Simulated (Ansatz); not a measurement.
**F on Ni(111): change of the work function**

How does F on the fcc site change the work function of Ni(111) as the layer fills?

Program: Ansatz 0.2.0. Level of theory: plane-wave DFT, PBE, Ansatz PAW. Values are calculated unless marked as measured.

## 1. The system as given

The cell holds 4 atoms: 4 Ni. Its edges and angles: a = 2.489 Å, b = 2.489 Å, c = 24.097 Å, α = 90.0°, β = 90.0°, γ = 60.0°. Vacuum lies along c.

## 2. The clean slab

The bare slab comes first, as the zero from which every change is counted. The two lowest layers are held at bulk places and the upper ones relax. The dipole correction removes the false field that a one-sided slab makes across the periodic vacuum, so each face gets a flat vacuum level of its own.

Input file input.yaml:

```yaml
crystal:
  lattice:
    - [2.4890158698, 0.0, 0.0]
    - [1.2445079349, 2.1555509736, 0.0]
    - [0.0, 0.0, 24.0968188426]
  atoms:
    - { symbol: Ni, position: [0.0, 0.0, 0.3734932839], spin: 0.7 }
    - { symbol: Ni, position: [0.3333333333, 0.3333333333, 0.4578310946], spin: 0.7 }
    - { symbol: Ni, position: [0.6666666667, 0.6666666667, 0.5421689054], spin: 0.7 }
    - { symbol: Ni, position: [0.0, 0.0, 0.6265067161], spin: 0.7 }
magnetization:
  spin_polarized: true
kpoints:
  mp_grid: { grid: [12, 12, 1] }
hamiltonian:
  xc: pbe
scf:
  occupations: { method: fermi_dirac, width: 0.1 }
  convergence: { dr2_threshold: 1.0e-08 }
efield:
  axis: 3
  dipole_correction: true
  ramp_position: 0.97
  ramp_width: 0.06
relax:
  f_tol: 0.02
  max_steps: 60
  constraints: [{ sites: [0, 1] }]
output:
  write_potential: true
  write_density: true
  volumetric_format: npy
```

On the command line:

```console
$ ansatz run input.yaml --threads 4 --pin off --max-ram 6144MiB --backend cpu --events-out ev --progress --plain --runs-dir out
```

The program printed:

```text
Engine: ansatz 0.2.0, x86_64-unknown-linux-gnu
Pseudopotentials: kind: paw
Pseudopotential: Ni, paw, valence charge 18, recommended cutoff 420 eV (normal), Ni.paw.azcp
Functional definition: PBE
  parameter kappa = 0.804
  parameter beta = 0.066725
  exchange = pbe_x(kappa = kappa, mu = beta*pi^2/3)
  correlation = pbe_c(beta = beta)
Crystal: 4 atoms, lattice volume = 129.284 Å³
Basis set: ecut = 420 eV, 2439 PW (Γ), exchange–correlation on 36×36×324 points (8 copies of the dense FFT grid, shifted against one another)
Bands: 45, of which v1, the nominal top of the filled ones, is band 36 counted from 1 (35 counted from 0)
Symmetry: 6 space group operations
k-points: 19 of 144 (time reversal used)
Non-local potential: Ni, projectors of the file, l = 0: 3, l = 1: 2, l = 2: 3, l = 3: 1
PAW form: soft (Blöchl's): semilocal exchange-correlation on the pseudo side does not see the compensation charge
PAW one-centre angular grid: Ni, 590 points (default); XC on 64 Gauss nodes
Initial density: superposition of atomic densities (neutral atoms: chi_scale 0, normalization atom)
Starting moments: Σ|m| = 2.8 μB on 4 of 4 sites
Initial wavefunctions: pseudopotential atomic-orbital guess
Functional: x = pbe(κ = 0.804, μ = 0.219515), c = pbe(β = 0.066725)
SCF iter   1: F=—  HF=-23353.905145 eV  |F-HF|=—  |Δ(HF+E_count)|=         —  Δρ=2.86e-2 (↑1.12e-2 ↓2.86e-2)  dr2=2.62e0  dr2_m=2.76e-1  M=2.997 μB ∫|m|=3.146 μB  β_m=1.00  ethr=3.10e-3  p=0.000 e·Å  D=5.13e-13 V/Å  ΔV_dip=-0.00 eV  dr2_dipole=4.80e-7  V_vac-E_F(+/−)=7.25/7.25 eV  ⟨swp⟩=10.9  Hψ=8806  notcnv=0  defer=16
Mixer restart at iter 1: flushing history
efield: sawtooth ramp at fractional position 0.9700 (set: `efield.ramp_position`, or a place that a band, a saddle search or an elastic batch's reference lends), width 0.0600; the density the first Hamiltonian is built on has a dipole p = 0.000 e·Å; the dipole correction subtracts the counter field D = 5.13e-13 V/Å, which shifts the + side's vacuum level by -0.00 eV against the − side's; the planar-averaged density in the ramp window peaks in size at 7.6e-6 e/Å³
preconditioner: auto → LDOS  [metal: Δε(μ)=0.005 eV  Ē_g=7.174 eV  σ=0.100 eV  W_gap=0.01  n_scr=18 (ndim 8)  ℏωp=20.7 eV  f_vac=0.604  D(μ)=7.90/eV (n_scr^D=102)]
spin=Collinear: LDOS preconditioning applied to the charge; magnetization (m = ρ↑ − ρ↓) channel mixes plain (no charge-response kernel on spin).
SCF iter   2: F=—  HF=-23354.537091 eV  |F-HF|=—  |Δ(HF+E_count)|=   6.32e-1  Δρ=1.21e-2 (↑1.21e-2 ↓9.37e-3)  dr2=4.70e-1  dr2_m=6.08e-3  M=2.950 μB ∫|m|=3.239 μB  β_m=0.32  ethr=3.10e-3  p=-0.000 e·Å  D=-1.18e-5 V/Å  ΔV_dip=0.00 eV  dr2_dipole=1.68e-7  V_vac-E_F(+/−)=6.45/6.45 eV  ⟨swp⟩=2.3  Hψ=2954  notcnv=0  defer=39
density mixer auto → msr1: a metal under ldos (density of states about μ 3.85 of a free-electron gas's, 18 screened modes)
SCF iter   3: F=—  HF=-23355.900691 eV  |F-HF|=—  |Δ(HF+E_count)|=    1.36e0  Δρ=6.31e-3 (↑6.31e-3 ↓4.98e-3)  dr2=1.22e-1  dr2_m=5.55e-3  M=2.942 μB ∫|m|=3.263 μB  β_m=0.52  ethr=6.53e-4  p=-0.000 e·Å  D=-1.94e-7 V/Å  ΔV_dip=0.00 eV  dr2_dipole=6.01e-9  V_vac-E_F(+/−)=6.01/6.01 eV  ⟨swp⟩=3.0  Hψ=2841  notcnv=0  defer=40
SCF iter   4: F=—  HF=-23357.393574 eV  |F-HF|=—  |Δ(HF+E_count)|=         —  Δρ=6.98e-3 (↑4.12e-3 ↓6.98e-3)  dr2=1.03e-1  dr2_m=3.75e-3  M=2.826 μB ∫|m|=3.215 μB  β_m=0.52  ethr=1.70e-4  p=-0.000 e·Å  D=-2.45e-6 V/Å  ΔV_dip=0.00 eV  dr2_dipole=3.16e-9  V_vac-E_F(+/−)=5.44/5.44 eV  ⟨swp⟩=3.7  Hψ=3872  notcnv=0  defer=38
SCF iter   5: F=—  HF=-23357.642354 eV  |F-HF|=—  |Δ(HF+E_count)|=   2.49e-1  Δρ=4.88e-3 (↑1.50e-3 ↓4.88e-3)  dr2=3.19e-2  dr2_m=5.57e-3  M=2.736 μB ∫|m|=3.135 μB  β_m=0.76  ethr=1.43e-4  p=0.000 e·Å  D=1.02e-6 V/Å  ΔV_dip=-0.00 eV  dr2_dipole=4.36e-9  V_vac-E_F(+/−)=5.26/5.26 eV  ⟨swp⟩=2.4  Hψ=2763  notcnv=0  defer=40
SCF iter   6: F=—  HF=-23357.693928 eV  |F-HF|=—  |Δ(HF+E_count)|=   5.16e-2  Δρ=2.88e-3 (↑1.47e-3 ↓2.88e-3)  dr2=1.26e-2  dr2_m=1.52e-3  M=2.669 μB ∫|m|=3.070 μB  β_m=0.86  ethr=4.44e-5  p=-0.000 e·Å  D=-5.88e-6 V/Å  ΔV_dip=0.00 eV  dr2_dipole=2.13e-8  V_vac-E_F(+/−)=5.15/5.15 eV  ⟨swp⟩=2.2  Hψ=2708  notcnv=0  defer=40
SCF iter   7: F=—  HF=-23357.694448 eV  |F-HF|=—  |Δ(HF+E_count)|=   5.20e-4  Δρ=2.31e-3 (↑1.35e-3 ↓2.31e-3)  dr2=9.68e-3  dr2_m=5.46e-4  M=2.662 μB ∫|m|=3.065 μB  β_m=0.72  ethr=1.75e-5  p=0.000 e·Å  D=1.37e-5 V/Å  ΔV_dip=-0.00 eV  dr2_dipole=5.05e-8  V_vac-E_F(+/−)=5.06/5.06 eV  ⟨swp⟩=2.7  Hψ=3609  notcnv=0  defer=46
SCF iter   8: F=—  HF=-23357.693229 eV  |F-HF|=—  |Δ(HF+E_count)|=   1.22e-3  Δρ=4.06e-4 (↑1.85e-4 ↓4.06e-4)  dr2=3.64e-4  dr2_m=1.71e-5  M=2.660 μB ∫|m|=3.064 μB  β_m=0.68  ethr=1.34e-5  p=-0.000 e·Å  D=-3.62e-6 V/Å  ΔV_dip=0.00 eV  dr2_dipole=1.02e-8  V_vac-E_F(+/−)=5.09/5.09 eV  ⟨swp⟩=2.0  Hψ=2577  notcnv=0  defer=48
SCF iter   9: F=—  HF=-23357.693190 eV  |F-HF|=—  |Δ(HF+E_count)|=   3.90e-5  Δρ=1.79e-4 (↑7.00e-5 ↓1.79e-4)  dr2=3.02e-5  dr2_m=1.70e-5  M=2.661 μB ∫|m|=3.067 μB  β_m=0.69  ethr=5.05e-7  p=0.000 e·Å  D=3.89e-6 V/Å  ΔV_dip=-0.00 eV  dr2_dipole=1.52e-8  V_vac-E_F(+/−)=5.09/5.09 eV  ⟨swp⟩=3.2  Hψ=3585  notcnv=0  defer=48
SCF iter  10: F=—  HF=-23357.693186 eV  |F-HF|=—  |Δ(HF+E_count)|=   3.73e-6  Δρ=5.06e-5 (↑4.29e-5 ↓5.06e-5)  dr2=1.84e-6  dr2_m=2.32e-6  M=2.661 μB ∫|m|=3.067 μB  β_m=0.80  ethr=4.19e-8  p=-0.000 e·Å  D=-3.66e-6 V/Å  ΔV_dip=0.00 eV  dr2_dipole=5.48e-9  V_vac-E_F(+/−)=5.08/5.08 eV  ⟨swp⟩=2.1  Hψ=2621  notcnv=0  defer=48
SCF iter  11: F=—  HF=-23357.693187 eV  |F-HF|=—  |Δ(HF+E_count)|=   9.70e-7  Δρ=2.04e-5 (↑1.28e-5 ↓2.04e-5)  dr2=6.06e-7  dr2_m=1.91e-7  M=2.661 μB ∫|m|=3.067 μB  β_m=0.87  ethr=2.55e-9  p=0.000 e·Å  D=7.86e-6 V/Å  ΔV_dip=-0.00 eV  dr2_dipole=2.86e-8  V_vac-E_F(+/−)=5.08/5.08 eV  ⟨swp⟩=2.0  Hψ=2534  notcnv=0  defer=48
SCF iter  12: F=—  HF=-23357.693187 eV  |F-HF|=—  |Δ(HF+E_count)|=   2.52e-7  Δρ=1.80e-5 (↑1.51e-5 ↓1.80e-5)  dr2=9.34e-7  dr2_m=1.72e-8  M=2.661 μB ∫|m|=3.067 μB  β_m=0.65  ethr=8.42e-10  p=-0.000 e·Å  D=-1.24e-5 V/Å  ΔV_dip=0.00 eV  dr2_dipole=7.48e-8  V_vac-E_F(+/−)=5.08/5.08 eV  ⟨swp⟩=2.4  Hψ=3367  notcnv=0  defer=48
SCF iter  13: F=—  HF=-23357.693187 eV  |F-HF|=—  |Δ(HF+E_count)|=   2.13e-7  Δρ=3.07e-6 (↑2.14e-6 ↓3.07e-6)  dr2=3.88e-8  dr2_m=2.54e-9  M=2.661 μB ∫|m|=3.067 μB  β_m=0.82  ethr=8.42e-10  p=-0.000 e·Å  D=-2.09e-6 V/Å  ΔV_dip=0.00 eV  dr2_dipole=9.86e-9  V_vac-E_F(+/−)=5.08/5.08 eV  ⟨swp⟩=2.1  Hψ=2507  notcnv=0  defer=48
[...]
density mixer auto → msr1: a metal under ldos (density of states about μ 3.54 of a free-electron gas's, 18 screened modes)
SCF iter   3: F=—  HF=-23357.695252 eV  |F-HF|=—  |Δ(HF+E_count)|=   3.41e-6  Δρ=3.61e-4 (↑3.61e-4 ↓2.26e-4)  dr2=1.97e-4  dr2_m=3.77e-5  M=2.664 μB ∫|m|=3.069 μB  β_m=0.44  ethr=1.15e-6  p=0.001 e·Å  D=1.05e-3 V/Å  ΔV_dip=-0.03 eV  dr2_dipole=3.96e-5  V_vac-E_F(+/−)=5.05/5.08 eV  ⟨swp⟩=1.8  Hψ=2157  notcnv=0  defer=48
SCF iter   4: F=—  HF=-23357.695307 eV  |F-HF|=—  |Δ(HF+E_count)|=   5.47e-5  Δρ=1.71e-4 (↑1.71e-4 ↓1.57e-4)  dr2=3.28e-5  dr2_m=2.05e-5  M=2.663 μB ∫|m|=3.067 μB  β_m=0.46  ethr=2.74e-7  p=0.001 e·Å  D=8.25e-4 V/Å  ΔV_dip=-0.02 eV  dr2_dipole=2.72e-8  V_vac-E_F(+/−)=5.06/5.08 eV  ⟨swp⟩=1.5  Hψ=1939  notcnv=0  defer=48
SCF iter   5: F=—  HF=-23357.695322 eV  |F-HF|=—  |Δ(HF+E_count)|=   1.50e-5  Δρ=7.38e-5 (↑5.22e-5 ↓7.38e-5)  dr2=5.12e-6  dr2_m=4.01e-6  M=2.662 μB ∫|m|=3.067 μB  β_m=0.61  ethr=4.56e-8  p=0.000 e·Å  D=6.00e-4 V/Å  ΔV_dip=-0.01 eV  dr2_dipole=8.33e-7  V_vac-E_F(+/−)=5.07/5.08 eV  ⟨swp⟩=2.1  Hψ=2955  notcnv=0  defer=48
SCF iter   6: F=—  HF=-23357.695328 eV  |F-HF|=—  |Δ(HF+E_count)|=   6.07e-6  Δρ=4.56e-5 (↑4.34e-5 ↓4.56e-5)  dr2=5.60e-6  dr2_m=7.70e-7  M=2.661 μB ∫|m|=3.066 μB  β_m=0.57  ethr=7.11e-9  p=0.000 e·Å  D=4.49e-4 V/Å  ΔV_dip=-0.01 eV  dr2_dipole=1.57e-7  V_vac-E_F(+/−)=5.07/5.08 eV  ⟨swp⟩=3.2  Hψ=3570  notcnv=0  defer=48
SCF iter   7: F=—  HF=-23357.695328 eV  |F-HF|=—  |Δ(HF+E_count)|=   4.50e-7  Δρ=2.50e-5 (↑2.50e-5 ↓1.50e-5)  dr2=2.58e-6  dr2_m=2.43e-7  M=2.661 μB ∫|m|=3.065 μB  β_m=0.52  ethr=7.11e-9  p=0.000 e·Å  D=3.65e-4 V/Å  ΔV_dip=-0.01 eV  dr2_dipole=9.17e-7  V_vac-E_F(+/−)=5.07/5.08 eV  ⟨swp⟩=2.1  Hψ=2796  notcnv=0  defer=48
SCF iter   8: F=—  HF=-23357.695328 eV  |F-HF|=—  |Δ(HF+E_count)|=   1.03e-7  Δρ=1.02e-5 (↑9.79e-6 ↓1.02e-5)  dr2=4.18e-8  dr2_m=1.01e-7  M=2.661 μB ∫|m|=3.065 μB  β_m=0.69  ethr=3.58e-9  p=0.000 e·Å  D=3.80e-4 V/Å  ΔV_dip=-0.01 eV  dr2_dipole=2.27e-9  V_vac-E_F(+/−)=5.07/5.08 eV  ⟨swp⟩=2.4  Hψ=2337  notcnv=0  defer=48
SCF iter   9: F=—  HF=-23357.695329 eV  |F-HF|=—  |Δ(HF+E_count)|=   1.87e-7  Δρ=4.88e-6 (↑4.08e-6 ↓4.88e-6)  dr2=1.37e-7  dr2_m=1.15e-8  M=2.660 μB ∫|m|=3.065 μB  β_m=0.62  ethr=5.80e-11  p=0.000 e·Å  D=3.76e-4 V/Å  ΔV_dip=-0.01 eV  dr2_dipole=2.33e-9  V_vac-E_F(+/−)=5.07/5.08 eV  ⟨swp⟩=3.1  Hψ=3709  notcnv=0  defer=48
SCF iter  10: F=—  HF=-23357.695329 eV  |F-HF|=—  |Δ(HF+E_count)|=   2.00e-9  Δρ=2.48e-6 (↑2.48e-6 ↓2.27e-6)  dr2=2.53e-8  dr2_m=3.11e-9  M=2.660 μB ∫|m|=3.065 μB  β_m=0.56  ethr=5.80e-11  p=0.000 e·Å  D=3.70e-4 V/Å  ΔV_dip=-0.01 eV  dr2_dipole=7.80e-9  V_vac-E_F(+/−)=5.07/5.08 eV  ⟨swp⟩=2.3  Hψ=3260  notcnv=0  defer=48
SCF iter  11: F=—  HF=-23357.695329 eV  |F-HF|=—  |Δ(HF+E_count)|=   4.09e-9  Δρ=1.37e-6 (↑1.37e-6 ↓1.25e-6)  dr2=3.07e-9  dr2_m=1.06e-9  M=2.660 μB ∫|m|=3.065 μB  β_m=0.56  ethr=3.52e-11  p=0.000 e·Å  D=3.74e-4 V/Å  ΔV_dip=-0.01 eV  dr2_dipole=4.13e-10  V_vac-E_F(+/−)=5.07/5.08 eV  ⟨swp⟩=2.0  Hψ=2492  notcnv=0  defer=48
SCF iter  12: F=—  HF=-23357.695329 eV  |F-HF|=—  |Δ(HF+E_count)|=  1.09e-10  Δρ=9.57e-7 (↑9.57e-7 ↓4.74e-7)  dr2=1.33e-9  dr2_m=5.61e-10  M=2.660 μB ∫|m|=3.065 μB  β_m=0.78  ethr=4.26e-12  p=0.000 e·Å  D=3.75e-4 V/Å  ΔV_dip=-0.01 eV  dr2_dipole=7.23e-11  V_vac-E_F(+/−)=5.07/5.08 eV  ⟨swp⟩=2.1  Hψ=2475  notcnv=0  defer=48
SCF iter  13: F=—  HF=-23357.695329 eV  |F-HF|=—  |Δ(HF+E_count)|=   1.55e-9  Δρ=2.68e-6 (↑4.03e-7 ↓2.68e-6)  dr2=1.70e-8  dr2_m=1.72e-9  M=2.660 μB ∫|m|=3.065 μB  β_m=0.89  ethr=1.84e-12  p=0.000 e·Å  D=3.77e-4 V/Å  ΔV_dip=-0.01 eV  dr2_dipole=1.19e-11  V_vac-E_F(+/−)=5.07/5.08 eV  ⟨swp⟩=2.0  Hψ=2401  notcnv=0  defer=48
SCF iter  14: F=-23357.695329 eV  HF=-23357.695329 eV  |F-HF|=3.09e-9  |Δ(HF+E_count)|=  7.39e-10  Δρ=9.82e-7 (↑4.18e-7 ↓9.82e-7)  dr2=3.32e-9  dr2_m=1.19e-10  M=2.660 μB ∫|m|=3.065 μB  ethr=1.84e-12  p=0.000 e·Å  D=3.78e-4 V/Å  ΔV_dip=-0.01 eV  dr2_dipole=6.55e-10  V_vac-E_F(+/−)=5.07/5.08 eV  ⟨swp⟩=6.4  Hψ=10612  notcnv=0
SCF 3 converged in 14 iterations: F = -23357.695329 eV  dr2 = 3.32e-9
relax step   3: F+E_penalty+E_count = -23357.69532857 eV  Δ(F+E_penalty+E_count) = -7.169e-4 eV  max|allowed force component| = 2.489e-3 eV/Å  Δτ_max = 0.0193 Å  (14 SCF iters, accepted)
NSCF: frozen V_eff on 19 k-points
the band table was solved once a step of the walk had ended and its energy, with any forces and stress, was formed, with the checks that follow a solve (9223 applications of the Hamiltonian). They found nothing against the state; the energy, forces and stress were not computed again (output.eigenvalues in the input reference)
WARN: The output density's exchange-correlation potential varies sharply where the density is thin. Do not read a vacuum level from v_tot or v_xc, or from such a field of the output density. On a cell that repeats whose density bears no net charge and no dipole along the vacuum's axis use v_es (v_loc + v_h of the components); under efield.dipole_correction with no amplitude use v_es + v_field, which holds any externa [...]
SCF converged after 14 iterations
Magnetization: 2.6604 μB (37.3302 up, 34.6698 down)
Absolute magnetization: 3.0681 μB (∫|ρ↑−ρ↓|, with the PAW one-centre terms)
Spin contamination: 0.0397 ħ² per cell (⟨S²⟩ above its minimum at these occupations)
Per-site moments (μB) at R_I (Å): [(0.697093, 1.026719), (0.715500, 1.024444), (0.716982, 1.017614), (0.700575, 1.017614)]
Free energy (F): -23357.695329 eV
Harris-Foulkes:  -23357.695329 eV  (|F-HF|=3.09e-9)
Internal energy: -23357.459514 eV  (E = F + TS)
E sigma→0 (E₀):  -23357.577421 eV
Entropy (-TS):   -0.235815 eV (-58.954 meV/atom)
Fermi energy:    2.806611 eV
Dipole field:    D = 0.000421 V/Å  (p = 0.000301 e·Å, saw-weighted, corrected)
Work function:   Φ+ = 5.0720 eV   Φ− = 5.0821 eV
Levels:          The Fermi level and band energies are counted from a zero that moves with the ramp; work functions are not
--- Per-component energies (eV) ---
  E_band       = -2233.047862
  E_kinetic    = 1126.070186
  E_local      = -172553.797078  (includes V_loc(G=0)·N_el)
  E_nonlocal   = 2547.333319
  E_hartree    = 84594.329656
  E_xc         = -336.334412
  E_vxc        = -433.429833  (∫ρ·V_xc dr)
  E_paw        = -6522.740084  (= ΣΔE_a)
  E_vpaw       = -2107.890509  (= ΣTr[D̂ρ^β])
  E_aug_tail   = 0.002094  (compensation charges beyond the density's cutoff)
  E_efield     = 0.000000  (sawtooth field / dipole correction)
  E_vefield    = 0.000308  (∫n·V_field dr)
  E_ewald      = 67787.676805
  E_smearing   = -0.235815  (= −TS)
  E_closure    = -0.000000  (closes the sum)
  Σ components = -23357.695329   (vs F -23357.695329, Δ=0.00e0)
--- Forces (eV/Å), atoms counted from 1 ---
  atom   1  Ni     0.00000000    -0.00000000     0.14360215
  atom   2  Ni    -0.00000000    -0.00000000    -0.14451426
  atom   3  Ni     0.00000000     0.00000000    -0.00159028
  atom   4  Ni    -0.00000000     0.00000000     0.00248866
  max |Σ_I F_I| component: 1.37e-5 eV/Å
--- Band table (eV; the first three rows and the last of 38) ---
  k-point 0 ↑: bands = [... 32 lower, 1.4980, 1.6464, 1.6464, 2.0208, 2.0208, 2.1301, 2.1788, 2.1788, ... 5 higher]
  k-point 1 ↑: bands = [... 32 lower, 1.4402, 1.5080, 1.6627, 1.6938, 1.8504, 2.0182, 2.1827, 2.7997, ... 5 higher]
  k-point 2 ↑: bands = [... 32 lower, 1.2167, 1.3936, 1.5035, 1.6730, 2.0108, 2.1822, 2.1914, 3.6577, ... 5 higher]
  k-point 18 ↓: bands = [... 32 lower, 2.7441, 2.8850, 2.8850, 2.8927, 7.8453, 8.0826, 8.0958, 8.8517, ... 5 higher]
--- Relaxed structure (3 steps of the walk, 3 accepted, 0 SCFs on fresh bases) ---
  F+E_penalty+E_count = -23357.69532857 eV   max|allowed force component| = 2.489e-3 eV/Å
  atoms:
    - { symbol: Ni, position: [0.0, 0.0, 0.373493] }
    - { symbol: Ni, position: [0.333333, 0.333333, 0.4578310946] }
    - { symbol: Ni, position: [0.666667, 0.666667, 0.541888] }
    - { symbol: Ni, position: [0, 0.0, 0.625102] }
```

The job ended after 7.1 s (4 threads of AMD EPYC 9R45, shared host; peak memory 0.6 GiB; 27 s of CPU time).

The steps of the relaxation:

```tsv
step	energy less that of the first step (eV)	largest force component (eV/Å)
1	0.0000	0.1468
2	-0.0014	0.0868
3	-0.0021	0.0025
```

The run keeps the 6 symmetry operations that the program found, so distortions that break them were not tested.

The atoms that moved most (Å):

```tsv
atom	dx	dy	dz	length
Ni4	0.000	0.000	-0.034	0.034
Ni3	0.000	0.000	-0.007	0.007
```

The relaxed structure:

```xyz
4
Lattice="2.4890 0.0000 0.0000 1.2445 2.1556 0.0000 0.0000 0.0000 24.0968" Properties=species:S:1:pos:R:3
Ni    0.0000    0.0000    9.0000
Ni    1.2445    0.7185   11.0323
Ni    2.4890    1.4370   13.0578
Ni    0.0000    0.0000   15.0630
```

This step gave:

```yaml
energy_at_zero_smearing: -23357.5774 eV
total_moment: 2.660 μB
site_moments: 0.6971, 0.7155, 0.7170, 0.7006 μB
work_function_upper_face: 5.072 eV
dipole_along_the_normal: 3.01e-4 e·Å
```

Running mean over 2.032 Å of the planar mean; the ramp of the sawtooth is left out. Table of electron's electrostatic potential energy less the Fermi level by z:

```tsv
z (Å)	electron's electrostatic potential energy less the Fermi level (eV)
3	5.08
4	5.08
5	5.08
6	5.03
7	4.40
8	-3.19
9	-10.0
10	-10.3
11	-10.4
12	-10.5
13	-10.4
14	-10.6
15	-10.2
16	-3.97
17	4.26
18	5.01
19	5.07
20	5.07
21	5.07
```

Site moment by atom:

```tsv
atom	site moment (μB)
Ni1	0.697
Ni2	0.716
Ni3	0.717
Ni4	0.701
```

The relaxation took 3 steps and lowered the energy by 0.0021 eV; the largest force on the free atoms ends at 0.0025 eV/Å.

The work function of the upper face is 5.07 eV.

(Part 1 of 3 ends here.)

[Long decimals in the printed logs are rounded to 6 places.]

[Logs are printed without paths, hosts, clocks, repeated set-up lines and the standing remarks that a program may print on its own settings, such as how far it seeks lower states.]

[Hosts, paths, dates, database ids (printed as entryN), source tags and the programs' standing remarks are cut or masked in the printed files.]

[Maps of the electrostatic potential energy from Ansatz leave out the sawtooth potential of an applied field or a dipole correction, so their vacuum need not be flat; planar profiles and work functions include it.]
